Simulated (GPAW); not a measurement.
# Near-edge structure at the Ag L₃ edge of AgB2 (P6/mmm), part 2 of 2

Aim: the near-edge shape at the Ag L₃ edge of AgB2 (P6/mmm), and what the core hole does to it.

GPAW 26.7.0; X-ray absorption from dipole matrix elements to empty bands, plane-wave PAW PBE.

So far. Step 2 (The field without a hole): The mesh shows no gap, so the system is treated as a metal and the core electron is put at the Fermi level (neutral cell). Step 3 (Spectrum without a core hole, Ag atom 1): Main maxima below 29 eV (height): 1.6 eV (1.51), 7.2 eV (1.51) and 22.0 eV (1.46). At an L edge the dipole rule selects empty d and s states; the absorber's d shell is nominally full, so the onset shows only d character mixed into the empty bands.

**5. Spectrum with XCH, Ag atom 1**

The holes are 6.1 Å apart. In GPAW the data set carries the hole's charge, so charge=0 means a charged cell and charge=-1 a neutral one. The excited electron is kept in the cell, where it fills the lowest empty states and screens the hole. After the field has converged, empty bands are computed with the density fixed and the dipole matrix elements are summed.

xas.py reads:

```python
import numpy as np
from ase import Atoms
from ase.parallel import parprint, paropen
from gpaw import GPAW, PW, FermiDirac, Mixer, MixerDif, setup_paths
from gpaw.test import gen
setup_paths.insert(0, '.')
gen('Ag', name='fch2p', xcname='PBE', corehole=(2, 1, 1), write_xml=True)
from gpaw.mpi import world
world.barrier()

atoms = Atoms('Ag9B18',
    cell=[[-4.5, 2.59807621, -3.24],
     [-4.5, -2.59807621, 3.24],
     [0, 5.19615242, 3.24]],
    scaled_positions=[[0, 0, 0],
     [0.33333333, 0.33333333, 0],
     [0.33333333, 0, 0.33333333],
     [0.66666667, 0.66666667, 0],
     [0, 0.66666667, 0.33333333],
     [0.66666667, 0.33333333, 0.33333333],
     [0, 0.33333333, 0.66666667],
     [0.66666667, 0, 0.66666667],
     [0.33333333, 0.66666667, 0.66666667],
     [0.72222222, 0.94444444, 0.27777778],
     [0.05555556, 0.27777778, 0.27777778],
     [0.05555556, 0.94444444, 0.61111111],
     [0.38888889, 0.61111111, 0.27777778],
     [0.72222222, 0.61111111, 0.61111111],
     [0.38888889, 0.27777778, 0.61111111],
     [0.72222222, 0.27777778, 0.94444444],
     [0.38888889, 0.94444444, 0.94444444],
     [0.05555556, 0.61111111, 0.94444444],
     [0.94444444, 0.05555556, 0.38888889],
     [0.27777778, 0.38888889, 0.38888889],
     [0.27777778, 0.05555556, 0.72222222],
     [0.61111111, 0.72222222, 0.38888889],
     [0.94444444, 0.72222222, 0.72222222],
     [0.61111111, 0.38888889, 0.72222222],
     [0.94444444, 0.38888889, 0.05555556],
     [0.61111111, 0.05555556, 0.05555556],
     [0.27777778, 0.72222222, 0.05555556]],
    pbc=True)
atoms.calc = calc = GPAW(legacy_gpaw=True, mode=PW(430), xc='PBE', setups={0: 'fch2p'},
    kpts={'size': (4, 4, 4), 'gamma': True}, occupations=FermiDirac(0.1),
    charge=-1, mixer=Mixer(0.1, 5, 50), maxiter=150,
    convergence={'density': 0.0001}, txt='scf.txt')
energy = atoms.get_potential_energy() + calc.get_reference_energy()
ef = calc.get_fermi_level()
out = dict(energy=energy, fermi=ef, forces=atoms.get_forces().tolist())
parprint(f'all-electron energy {energy:.4f} eV, Fermi level {ef:.4f} eV')
ev = np.array([[calc.get_eigenvalues(k, s) for k in range(len(calc.get_ibz_k_points()))] for s in range(calc.get_number_of_spins())])
out['homo'], out['lumo'], out['counts'] = ev[ev < ef].max(), ev[ev > ef].min(), sorted(set((ev < ef).sum((0, 2)).tolist()))
out['filled'] = (ev[:, 0] < ef).sum(1).tolist()

from ase.units import Ha
from gpaw.xas import dipole_matrix_elements
nb = int(calc.get_number_of_electrons() / 2) + 138
top, nb = nb, nb + 8 + nb // 12
nscf = calc.fixed_density(kpts={'size': (4, 4, 4), 'gamma': True}, nbands=nb,
    convergence={'bands': top, 'eigenstates': 1e-5}, maxiter=60, txt='nscf.txt')
cell = atoms.cell.array
ops = [cell.T @ U.T @ np.linalg.inv(cell.T) for U in nscf.wfs.kd.symmetry.op_scc]
E = np.arange(-6, 34, 0.1)
fwhm = np.interp(E, [4, 25], [2.4, 3.5])
Y, X, zero, highest = 0, 0, 1e9, 1e9
for spin in range(nscf.get_number_of_spins()):
    wfs = nscf.wfs
    A = dipole_matrix_elements(wfs.setups[0])
    eps = np.zeros((wfs.kd.nibzkpts, nb))
    d = np.zeros((3, A.shape[1], wfs.kd.nibzkpts, nb), complex)
    for kpt in wfs.kpt_u:
        if kpt.s == spin and 0 in kpt.P_ani:
            eps[kpt.k] = kpt.eps_n * Ha
            d[:, :, kpt.k] = (kpt.weight * wfs.nspins / 2) ** 0.5 * np.inner(A, kpt.P_ani[0])
    world.sum(eps)
    world.sum(d)
    T = np.einsum('amkn,bmkn->abkn', d, d.conj()).real
    T = sum(np.einsum('ai,ijkn,bj->abkn', R, T, R) for R in ops) / len(ops)
    empty = eps > ef
    zero, highest = min(zero, eps[empty].min()), min(highest, eps[:, top - 1].min())
    lines = [(eps, T, empty)] if spin == 0 else lines + [(eps, T, empty)]
for eps, T, empty in lines:
    f = np.einsum('aakn->akn', T).reshape(3, -1)
    x = eps.ravel() - zero
    w = np.interp(x, E, fwhm) / 2.35482
    g = np.exp(-0.5 * ((E[:, None] - x) / w) ** 2) / (w * (2 * np.pi) ** 0.5)
    Y = Y + (f * empty.ravel()) @ g.T
    X = X + (f * ~empty.ravel()) @ g.T
out.update(E=E.round(2).tolist(), xas=Y.tolist(), xes=X.tolist(), zero=zero, valid=highest - zero, nk=len(eps), nb=nb)
for i in range(0, len(E), 10):
    parprint(f'{E[i]:7.2f}', *(f'{v:10.3e}' for v in Y[:, i]))
import json
with paropen('out.json', 'w') as f:
    json.dump(out, f)
```

Launch:

```sh
$ OMP_NUM_THREADS=1 mpirun -n 4 gpaw python xas.py
```

Numbers of over 12 decimals in the logs are rounded to 6 here.

Output:

```text
Input parameters:
  charge: -1
  convergence: {density: 0.0001}
  kpts: {gamma: True,
         size: (4, 4, 4)}
  maxiter: 150
  mixer: {backend: pulay,
          beta: 0.1,
          method: separate,
          nmaxold: 5,
          weight: 50}
  mode: {ecut: 430.0,
         name: pw}
  occupations: {fixmagmom: False,
                name: fermi-dirac,
                width: 0.1}
  setups: {0: fch2p}
  xc: PBE

Initialize ...

[... PAW data sets ...]

Reference energy: -1310026.419016  # eV

Spin-paired calculation

[... convergence settings ...]
Symmetries present (total): 4
  [... symmetry matrices ...]

64 k-points: 4 x 4 x 4 Monkhorst-Pack grid + [1/8,1/8,1/8]
24 k-points in the irreducible part of the Brillouin zone
       k-points in crystal coordinates                weights
   0:     0.00000000    0.00000000    0.00000000          1/64
   1:     0.00000000    0.00000000    0.25000000          2/64
   2:     0.00000000    0.00000000    0.50000000          1/64
   3:     0.25000000   -0.25000000   -0.25000000          2/64
   4:     0.25000000   -0.25000000    0.00000000          2/64
   5:     0.25000000   -0.25000000    0.25000000          2/64
   6:     0.25000000   -0.25000000    0.50000000          2/64
   7:     0.25000000    0.00000000   -0.25000000          4/64
   8:     0.25000000    0.00000000    0.00000000          4/64
   9:     0.25000000    0.00000000    0.25000000          4/64
          ...
  23:     0.50000000    0.50000000    0.50000000          1/64

Wave functions: Plane wave expansion
  Cutoff energy: 430.000 eV
  Number of coefficients (min, max): 4589, 4619
  Pulay-stress correction: 0.000000 eV/Ang^3 (de/decut=0.000000)
  Using FFTW library
  Wavefunction extrapolation:
    Improved wavefunction reuse through dual PAW basis

Occupation numbers: Fermi-Dirac:
  width: 0.1000  # eV

Eigensolver
   Davidson(niter=2)

Densities:
  Coarse grid: 30*30*30 grid
  Fine grid: 60*60*60 grid
  Total Charge: 0.000000

Density mixing:
  Method: separate
  Backend: pulay
  Linear mixing parameter: 0.1
  old densities: 5
  Width of damping distribution: 1.1
  Damping of long wavelength oscillations: 50

[... Hamiltonian set-up ...]
Number of atoms: 27
Number of atomic orbitals: 180
Number of bands in calculation: 129
Number of valence electrons: 208
Bands to converge: occupied

... initialized

Initializing position-dependent things.

Density initialized from atomic densities
Creating initial wave functions:
  129 bands from LCAO basis set

              B      B

                B
                 AgB    Ag
          B   B   B  B   B
                   Ag Ag
        B   B   B   B  B
              B  Ag     Ag
                  B
           Ag      Ag     Ag
            B       B

Atomic positions and initial magnetic moments

Positions:
   0 Ag     0.000000    0.000000    0.000000    ( 0.0000,  0.0000,  0.0000)
   1 Ag    -3.000000    0.000000   -0.000000    ( 0.0000,  0.0000,  0.0000)
   2 Ag    -1.500000    2.598076   -0.000000    ( 0.0000,  0.0000,  0.0000)
   3 Ag    -6.000000    0.000000    0.000000    ( 0.0000,  0.0000,  0.0000)
   4 Ag    -3.000000   -0.000000    3.240000    ( 0.0000,  0.0000,  0.0000)
   5 Ag    -4.500000    2.598076   -0.000000    ( 0.0000,  0.0000,  0.0000)
   6 Ag    -1.500000    2.598076    3.240000    ( 0.0000,  0.0000,  0.0000)
[...]
24 B     -6.000000    1.732051   -1.620000    ( 0.0000,  0.0000,  0.0000)
  25 B     -3.000000    1.732051   -1.620000    ( 0.0000,  0.0000,  0.0000)
  26 B     -4.500000   -0.866025    1.620000    ( 0.0000,  0.0000,  0.0000)

Unit cell:
           periodic     x           y           z      points  spacing
  1. axis:    yes   -4.500000    2.598076   -3.240000    30     0.2027
  2. axis:    yes   -4.500000   -2.598076    3.240000    30     0.2027
  3. axis:    yes    0.000000    5.196152    3.240000    30     0.2027

  Lengths:   6.123528   6.123528   6.123528
  Angles:   94.592539  85.407461  85.407461

Effective grid spacing dv^(1/3) = 0.2034

iter:   1  -170.860632
iter:   2  -145.608937   -1.03  -1.03
iter:   3  -129.697471   -0.81  -1.16
iter:   4  -127.844474   -1.74  -1.38
iter:   5  -126.953669   -2.09  -1.56
iter:   6  -126.747076   -2.47  -2.02
iter:   7  -126.749021   -3.28  -2.22
iter:   8  -126.724830c  -3.38  -2.28
iter:   9  -126.713412c  -4.11  -2.81
iter:  10  -126.707071c  -4.29  -3.05
iter:  11  -126.705988c  -5.46  -3.31
iter:  12  -126.705614c  -5.83  -3.47
iter:  13  -126.705523c  -5.95  -3.64
iter:  14  -126.705438c  -6.89  -3.95
iter:  15  -126.705430c  -7.06  -4.06c
iter:  16  -126.705423c  -7.90c -4.19c

Converged after 16 iterations.

Dipole moment: (-0.000000, -0.000000, 0.000000) |e|*Ang

Energy contributions relative to reference atoms: (reference = -1310026.419016)

Kinetic:       +386.350464
Potential:     -311.413646
External:        +0.000000
XC:            -202.422846
Entropy (-ST):   -0.335931
Local:           +0.948571
SIC:             +0.000000
--------------------------
Free energy:   -126.873388
Extrapolated:  -126.705423

Showing only first 2 kpts
 Kpt  Band  Eigenvalues  Occupancy
  0   102     11.81464    1.91500
  0   103     11.82261    1.90828
  0   104     13.09931    0.00012
  0   105     13.09933    0.00012

  1   102     12.00513    1.54061
  1   103     12.22547    0.54049
  1   104     12.41663    0.10382
[...]
Fermi level: 12.12613

No gap
No difference between direct/indirect transitions

Forces in eV/Ang:
  0 Ag    0.00000    0.00000    0.00000
  1 Ag   -0.11702    0.00000    0.00000
  2 Ag   -0.05850    0.10133    0.00000
  3 Ag    0.11702    0.00000    0.00000
  4 Ag    0.05850    0.10133    0.00000
  5 Ag    0.00000   -0.00000    0.06104
  6 Ag   -0.05850   -0.10133   -0.00000
[...]
24 B    -0.21598   -0.12463    0.06365
 25 B     0.21598   -0.12463    0.06365
 26 B     0.00000    0.18778   -0.09945
Scalar-relativistic atomic PBE calculation for Ag (Silver, Z=47)
Core hole in 2p state (2p occupation: 5.0)
750 radial gridpoints.
|------------------------------------------------|
|------------------------------------------------|
[... the atom generator's iteration count ...]

Energy contributions:
-------------------------
Kinetic:    +5388.572391
XC:          -144.159728
Potential: -10433.159602
-------------------------
Total:      -5188.746940

state      eigenvalue         ekin         rmax
-----------------------------------------------
1s^2.0 :  -936.881598  1182.521368        0.020
2s^2.0 :  -141.110553   247.050468        0.113
2p^5.0 :  -127.566368   235.694848        0.091
3s^2.0 :   -26.684794    70.027837        0.329
3p^6.0 :   -22.113716    65.305008        0.320
3d^10.0:   -14.877319    59.903234        0.266
4s^2.0 :    -4.105579    17.917840        0.805
4p^6.0 :    -2.739812    15.038497        0.852
4d^10.0:    -0.763952     9.192619        0.978
5s^1.0 :    -0.469851     2.043573        2.270
5p^0.0 :    -0.268896     1.150635        2.876
-----------------------------------------------
(units: Bohr and Hartree)

Generating PAW setup
Kinetic energy of the core from tauc = 5337.202345141231
Cutoffs:
rc(s)=2.430
rc(p)=2.510
rc(d)=2.230
rc(vbar)=2.460
rc(comp)=2.370
rc(nct)=2.510

Kinetic energy of the core states: 5204.371648
Charge: 1.0
Core electrons: 29.0
Valence electrons: 17.0
Pseudo-core charge: 0.052174
Shape function alpha=1.780
Pseudo-electron charge 5.117194
state    eigenvalue         norm
--------------------------------
5s(1) :    -0.469851     1.101693
*s    :     0.530149
4p(6) :    -2.739812     0.076224
5p(0) :    -0.268896     1.011933
4d(10):    -0.763952     0.350599
*d    :     0.236048
--------------------------------

Diagonalizing with gridspacing h=0.050

state   all-electron     PAW
-------------------------------
5s:      -0.469851    -0.470095
4p:      -2.739812    -2.740288
4d:      -0.763952    -0.764808
*f:                   -0.022195
-------------------------------
all-electron energy -1310153.1244 eV, Fermi level 12.1261 eV
[...]
31.00  3.968e-06  3.968e-06  5.466e-06
  32.00  3.902e-06  3.902e-06  5.355e-06
  33.00  3.754e-06  3.753e-06  4.963e-06
```

Run time: 5.6 min. Hardware: 4 MPI ranks of Arm Neoverse V2, shared host; peak memory 0.68 GiB.

The Ag L₃ spectrum, Ag atom 1, excited-electron core hole (neutral cell) (energy from the lowest empty level; intensity scaled to a mean of 1 over the first 20 eV; polarised curves are means over the symmetry-equivalent atoms):

```csv
E (eV),isotropic,ε ⊥ c,ε ∥ c
-2.0,0.02,0.03,0.02
-1.0,0.15,0.17,0.11
0.0,0.48,0.55,0.34
1.0,0.85,0.99,0.58
2.0,0.99,1.14,0.69
3.0,0.99,1.11,0.76
4.0,1.01,1.11,0.80
5.0,1.12,1.21,0.93
6.0,1.41,1.44,1.33
7.0,1.55,1.51,1.63
8.0,1.38,1.37,1.42
9.0,1.19,1.26,1.04
10.0,0.99,1.11,0.77
11.0,0.75,0.83,0.60
12.0,0.60,0.63,0.52
13.0,0.58,0.60,0.53
14.0,0.66,0.69,0.62
15.0,0.79,0.80,0.76
16.0,0.89,0.88,0.92
17.0,0.97,0.92,1.07
18.0,1.04,0.97,1.20
19.0,1.23,1.13,1.42
20.0,1.56,1.47,1.72
21.0,1.82,1.81,1.86
22.0,1.82,1.88,1.70
23.0,1.62,1.73,1.40
24.0,1.43,1.55,1.18
25.0,1.35,1.47,1.12
26.0,1.41,1.49,1.24
27.0,1.53,1.56,1.48
28.0,1.66,1.62,1.76
```

Main maxima below 27 eV (height): 6.8 eV (1.55) and 21.4 eV (1.86). 

**6. Spectrum with HCH, Ag atom 1**

The holes are 6.1 Å apart. The data set carries half a charge, which charge=0 leaves uncompensated but for the background. Half a hole is Slater's transition state, a compromise that weakens the attraction. After the field has converged, empty bands are computed with the density fixed and the dipole matrix elements are summed.

Changed against the first core-hole run: core hole from full to half.

Edit xas.py of step 5 so:

```diff
@@ -6,3 +6,3 @@
 setup_paths.insert(0, '.')
-gen('Ag', name='fch2p', xcname='PBE', corehole=(2, 1, 1), write_xml=True)
+gen('Ag', name='hch2p', xcname='PBE', corehole=(2, 1, 0.5), write_xml=True)
 from gpaw.mpi import world
@@ -42,5 +42,5 @@
     pbc=True)
-atoms.calc = calc = GPAW(legacy_gpaw=True, mode=PW(430), xc='PBE', setups={0: 'fch2p'},
+atoms.calc = calc = GPAW(legacy_gpaw=True, mode=PW(430), xc='PBE', setups={0: 'hch2p'},
     kpts={'size': (4, 4, 4), 'gamma': True}, occupations=FermiDirac(0.1),
-    charge=-1, mixer=Mixer(0.1, 5, 50), maxiter=150,
+    charge=0, mixer=Mixer(0.1, 5, 50), maxiter=150,
     convergence={'density': 0.0001}, txt='scf.txt')
```

Output:

```text
Input parameters:
  convergence: {density: 0.0001}
  kpts: {gamma: True,
         size: (4, 4, 4)}
  maxiter: 150
  mixer: {backend: pulay,
          beta: 0.1,
          method: separate,
          nmaxold: 5,
          weight: 50}
  mode: {ecut: 430.0,
         name: pw}
  occupations: {fixmagmom: False,
                name: fermi-dirac,
                width: 0.1}
  setups: {0: hch2p}
  xc: PBE

Initialize ...

[...]
*d    :     0.497079
--------------------------------

Diagonalizing with gridspacing h=0.050

state   all-electron     PAW
-------------------------------
5s:      -0.306500    -0.306676
4p:      -2.430521    -2.431017
4d:      -0.502921    -0.503761
*f:                    0.026408
-------------------------------
all-electron energy -1311872.5880 eV, Fermi level 12.0129 eV
[...]
32.00  4.285e-06  4.286e-06  5.929e-06
  33.00  4.208e-06  4.209e-06  5.740e-06
[key lines of the parts left out:]
Converged after 15 iterations.
Dipole moment: (-0.000000, -0.000000, 0.000000) |e|*Ang
Free energy:   -128.204953
Fermi level: 12.01287
```

Elapsed: 5.5 min, on 4 MPI ranks; peak memory 0.68 GiB; 22 min of CPU time.

```csv
E (eV),first run,this run
-2.0,0.02,0.04
-1.0,0.15,0.25
0.0,0.48,0.71
1.0,0.85,1.13
2.0,0.99,1.22
3.0,0.99,1.15
4.0,1.01,1.09
5.0,1.12,1.11
6.0,1.41,1.35
7.0,1.55,1.55
8.0,1.38,1.44
9.0,1.19,1.23
10.0,0.99,1.03
11.0,0.75,0.78
12.0,0.60,0.60
13.0,0.58,0.55
14.0,0.66,0.60
15.0,0.79,0.69
16.0,0.89,0.78
17.0,0.97,0.83
18.0,1.04,0.87
19.0,1.23,1.00
20.0,1.56,1.28
21.0,1.82,1.58
22.0,1.82,1.66
23.0,1.62,1.52
24.0,1.43,1.32
25.0,1.35,1.21
26.0,1.41,1.21
27.0,1.53,1.30
28.0,1.66,1.41
```

Against the first run the r.m.s. difference is 13 %. The highest intensity below 24 eV goes from 21.4 eV (1.86) to 21.8 eV (1.67).

**7. Spectrum with XCH, Ag atom 1**

Another set-up is tried: smearing (eV) to 1.5.

Edit xas.py of step 6 so:

```diff
@@ -6,3 +6,3 @@
 setup_paths.insert(0, '.')
-gen('Ag', name='hch2p', xcname='PBE', corehole=(2, 1, 0.5), write_xml=True)
+gen('Ag', name='fch2p', xcname='PBE', corehole=(2, 1, 1), write_xml=True)
 from gpaw.mpi import world
@@ -42,5 +42,5 @@
     pbc=True)
-atoms.calc = calc = GPAW(legacy_gpaw=True, mode=PW(430), xc='PBE', setups={0: 'hch2p'},
-    kpts={'size': (4, 4, 4), 'gamma': True}, occupations=FermiDirac(0.1),
-    charge=0, mixer=Mixer(0.1, 5, 50), maxiter=150,
+atoms.calc = calc = GPAW(legacy_gpaw=True, mode=PW(430), xc='PBE', setups={0: 'fch2p'},
+    kpts={'size': (4, 4, 4), 'gamma': True}, occupations=FermiDirac(1.5),
+    charge=-1, mixer=Mixer(0.1, 5, 50), maxiter=150,
     convergence={'density': 0.0001}, txt='scf.txt')
@@ -58,3 +58,3 @@
 top, nb = nb, nb + 8 + nb // 12
-nscf = calc.fixed_density(kpts={'size': (4, 4, 4), 'gamma': True}, nbands=nb,
+nscf = calc.fixed_density(kpts={'size': (3, 3, 3), 'gamma': True}, nbands=nb,
     convergence={'bands': top, 'eigenstates': 1e-5}, maxiter=60, txt='nscf.txt')
```

Output:

```text
Input parameters:
  charge: -1
  convergence: {density: 0.0001}
  kpts: {gamma: True,
         size: (4, 4, 4)}
  maxiter: 150
  mixer: {backend: pulay,
          beta: 0.1,
          method: separate,
          nmaxold: 5,
          weight: 50}
  mode: {ecut: 430.0,
         name: pw}
  occupations: {fixmagmom: False,
                name: fermi-dirac,
                width: 1.5}
  setups: {0: fch2p}
  xc: PBE

Initialize ...

[... PAW data sets ...]

Reference energy: -1310026.419016  # eV

Spin-paired calculation

[... convergence settings ...]
Symmetries present (total): 4
[...]
iter:   1  -170.246197
iter:   2  -140.476761   -0.84  -0.97
iter:   3  -129.029591   -0.82  -1.16
iter:   4  -127.680415   -1.61  -1.45
iter:   5  -126.865901   -2.25  -1.65
iter:   6  -126.796967   -2.50  -1.97
iter:   7  -126.869664c  -3.06  -2.26
iter:   8  -126.864796c  -3.20  -2.46
iter:   9  -126.838039c  -3.62  -2.89
iter:  10  -126.826071c  -3.74  -3.08
[... 93 further cycles ...]
iter: 104  -126.819308c  -6.97  -6.98c
iter: 105  -126.819306c  -6.84  -7.32c
iter: 106  -126.819305c  -6.97  -7.31c
iter: 107  -126.819303c  -7.00  -7.12c
[...]
iter: 112  -126.819296c  -7.01  -6.44c
iter: 113  -126.819295c  -7.05  -6.47c

-------------------------------
```

The job ended after 13 min (4 MPI ranks; peak memory 0.05 GiB).

The run was cut off at its time limit.

The fault put into the input: the smearing is far too wide.

The first core-hole run, which has the sound setting, is the one that is kept.

**8. What the core hole does**

Both curves are counted from their own zero, so only the shift of weight within the empty states shows.

```csv
E (eV),no hole,XCH
-2.0,0.05,0.02
-1.0,0.33,0.15
0.0,0.95,0.48
1.0,1.45,0.85
2.0,1.47,0.99
3.0,1.31,0.99
4.0,1.17,1.01
5.0,1.13,1.12
6.0,1.31,1.41
7.0,1.51,1.55
8.0,1.41,1.38
9.0,1.21,1.19
10.0,1.01,0.99
11.0,0.75,0.75
12.0,0.56,0.60
13.0,0.52,0.58
14.0,0.55,0.66
15.0,0.61,0.79
16.0,0.67,0.89
17.0,0.72,0.97
18.0,0.75,1.04
19.0,0.84,1.23
20.0,1.07,1.56
21.0,1.35,1.82
22.0,1.46,1.82
23.0,1.36,1.62
24.0,1.18,1.43
25.0,1.06,1.35
26.0,1.04,1.41
27.0,1.11,1.53
28.0,1.19,1.66
```

With each curve scaled to its own mean, the area from −2 to 6 eV with the hole is 6.3 against 8.5, and the centre of weight from −1 to 20 eV moves by +1.5 eV (first and strongest maxima below 20 eV: 1.6 eV (1.51) and 7.2 eV (1.51) without the hole, 6.8 eV (1.55) with it): the near-edge weight falls against the higher-lying part.

**9. Outcome**

```yaml
absorber_and_edge: Ag L₃, atom 1 of the ground-state input (counted from 1)
surroundings: 12 B at 2.37 Å (12-fold, site symmetry 6/mmm)
highest_intensity_below_24_ev: 21.4 eV above the zero, height 1.86
```

**Reading.** The Ag L₃ edge of atom 1, with 12 B at 2.37 Å (12-fold, site symmetry 6/mmm), has its highest intensity of the first 24 eV at 21.4 eV above the zero, 1.9 times the mean level of the first 20 eV (Gaussian full width 2.4 eV up to 4 eV, rising linearly to 3.5 eV at 25 eV). With each curve scaled to its own mean, the area from −2 to 6 eV with the hole is 6.3 against 8.5, and the centre of weight from −1 to 20 eV moves by +1.5 eV (first and strongest maxima below 20 eV: 1.6 eV (1.51) and 7.2 eV (1.51) without the hole, 6.8 eV (1.55) with it): the near-edge weight falls against the higher-lying part. Changing the core hole from full to half alters the shape by 13 % r.m.s., a modest effect on the whole. At the Ag L₃ edge of atom 1 polarisation matters most near 1.6 eV, where the curves differ by 0.5 on this scale. Only the L₃ part is meant: spin–orbit coupling of the core level isn't computed and the L₂ copy isn't added. The script folds with a Gaussian, whereas the core hole's own line is a Lorentzian, so the onset is too steep and the first peak too high. The holes are only 6.1 Å apart, so the shape is probably not converged with cell size; no larger cell was run here. Lifetime broadening is put in by hand, and intensities beyond about 20 eV depend on it and on the partial waves. The structure is a published determination, not relaxed.

[Banner, clock and machine lines of the logs are left out without a mark of their own.]

[Logs are printed without paths, hosts, clocks, repeated set-up lines and the standing remarks that a program may print on its own settings, such as how far it seeks lower states.]

[Hosts, paths, dates, database ids (printed as entryN), source tags and the programs' standing remarks are cut or masked in the printed files.]

[Lists of maxima count a maximum above −3 eV only where it reaches 4 % of the highest in the window and stands out from its surroundings by 2 % of it (1.5 % where it reaches 55 %); shoulders and weaker maxima are passed over, and of the rest the first, up to two pre-edge ones and the few strongest are named.]
